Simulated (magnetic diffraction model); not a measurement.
# Solving a magnetic structure from powder neutron data: ScMnPb

Space group P-62m (no. 189), a = 7.5460 Å, c = 4.0810 Å.

```
site  atom    x       y    z
  1b    Pb    0       0  1/2
  2c    Pb  1/3     2/3    0
  3f    Mn    0  0.2516    0
  3g    Sc    0  0.5863  1/2
```

This is a made-up structure (elements placed in a structure type, unrelaxed), so the numbers test the method and describe no known phase.

Only Mn is taken to order (form factors of Mn2+); orders and moment sizes are assumed, and not adapted to the symmetry. Radiation: neutrons of λ = 1.594 Å, 3° to 45°; isotropic B of 0.18 Å² (Pb), 0.28 Å² (Mn) and 0.43 Å² (Sc). The intensities are simulated: I ∝ L Σ (|F_N|² + |F_M⊥|²) for unpolarised neutrons, with F_M = 2.695 fm/μB × Σ f(s) S exp(2πi Q·r) exp(−B s²) at Q = H ± k (one set where k and −k are equivalent), only the part normal to Q counting and L = 1/(sin²θ cos θ). For collinear order S is the moment m, which repeats by lattice and centring translations R with the sign exp(−2πi k·R). Form factors are spin-only for 3d ions and dipole or tabulated for f ions, scattering lengths are Sears's of 1992, and absorption is left out. A label names one of the reflections at its angle. The strongest nuclear line in the range is 100, and lines under 0.2 are left out.

Above the ordering temperature:

```csv
2θ (°),index,I
14.01,(1 0 0),32.7
22.52,(0 0 1),41.4
24.39,(1 1 0),89.0
26.62,(1 0 1),22.9
28.24,(2 0 0),40.5
33.44,(1 1 1),83.0
36.42,(2 0 1),100.0
37.65,(2 1 0),5.4
42.92,(3 0 0),35.4
44.32,(2 1 1),65.1
```

Below it (cell unchanged):

```tsv
2θ (°)	I
6.99	55.0
12.13	5.7
14.01	32.7
18.57	21.6
21.08	4.7
22.52	41.4
23.61	0.6
24.39	89.0
25.40	5.9
25.66	0.4
26.62	22.9
28.24	40.5
29.35	5.3
30.83	1.1
31.04	1.5
32.45	2.8
33.44	83.0
34.20	2.7
35.50	1.1
36.42	100.0
36.95	0.3
37.65	5.4
38.52	0.7
39.70	2.5
39.87	1.9
42.46	0.8
42.92	35.4
43.55	1.1
43.70	0.2
44.32	65.1
44.77	1.6
```

**Question.** Check that the new lines index with k = (1/2 1/2 0), then choose among these models:
A. collinear moments along [100], 3.03 μB on Mn; signs + at (0, 0.2516, 0), − at (0.2516, 0, 0), − at (0.7484, 0.7484, 0)
B. collinear moments along [001], 3.03 μB on Mn; signs + at (0, 0.2516, 0), − at (0.2516, 0, 0), − at (0.7484, 0.7484, 0)
C. collinear moments along [001], 3.03 μB on Mn; signs + at (0, 0.2516, 0), + at (0.2516, 0, 0), + at (0.7484, 0.7484, 0)
D. collinear moments along [100], 3.03 μB on Mn; signs + at (0, 0.2516, 0), + at (0.2516, 0, 0), + at (0.7484, 0.7484, 0)

The new lines index as (1/2 -1/2 0) at 6.99°, (1/2 1/2 0) at 12.13°, (3/2 -1/2 0) at 18.57° and (3/2 -3/2 0) at 21.08°, that is as H ± k with k = (1/2 1/2 0), one of 3 inequivalent arms of its star (k and −k counted as one), which a powder can't tell apart. Half indices mean that the moments reverse under translations with k·R a half-integer, and the magnetic cell has twice the primitive volume.

Magnetic intensity, observed (below minus above) and for each model:

| 2θ (°) | index | observed | A | B | C | D |
| --- | --- | --- | --- | --- | --- | --- |
| 6.99 | (1/2 -1/2 0) | 55.0 | 13.8 | 55.0 | 105.5 | 26.4 |
| 12.13 | (1/2 1/2 0) | 5.7 | 4.3 | 5.7 | 12.2 | 9.1 |
| 18.57 | (3/2 -1/2 0) | 21.6 | 15.2 | 21.6 | 4.5 | 2.1 |
| 21.08 | (3/2 -3/2 0) | 4.7 | 1.2 | 4.7 | 0.3 | <0.2 |
| 23.61 | (1/2 -1/2 1) | 0.6 | 6.7 | 0.6 | 1.2 | 12.8 |
| 29.35 | (3/2 -1/2 1) | 5.3 | 11.4 | 5.3 | 1.1 | 2.1 |
| 30.83 | (5/2 -3/2 0) | 1.1 | 0.3 | 1.1 | 8.8 | 2.9 |
| 38.52 | (5/2 -3/2 1) | 0.7 | 0.6 | 0.7 | 5.6 | 4.8 |

Model B matches.

The structure used: k = (1/2 1/2 0), collinear moments along [001], 3.03 μB on Mn; signs + at (0, 0.2516, 0), − at (0.2516, 0, 0), − at (0.7484, 0.7484, 0).

[Logs are printed without paths, hosts, clocks, repeated set-up lines and the standing remarks that a program may print on its own settings, such as how far it seeks lower states.]
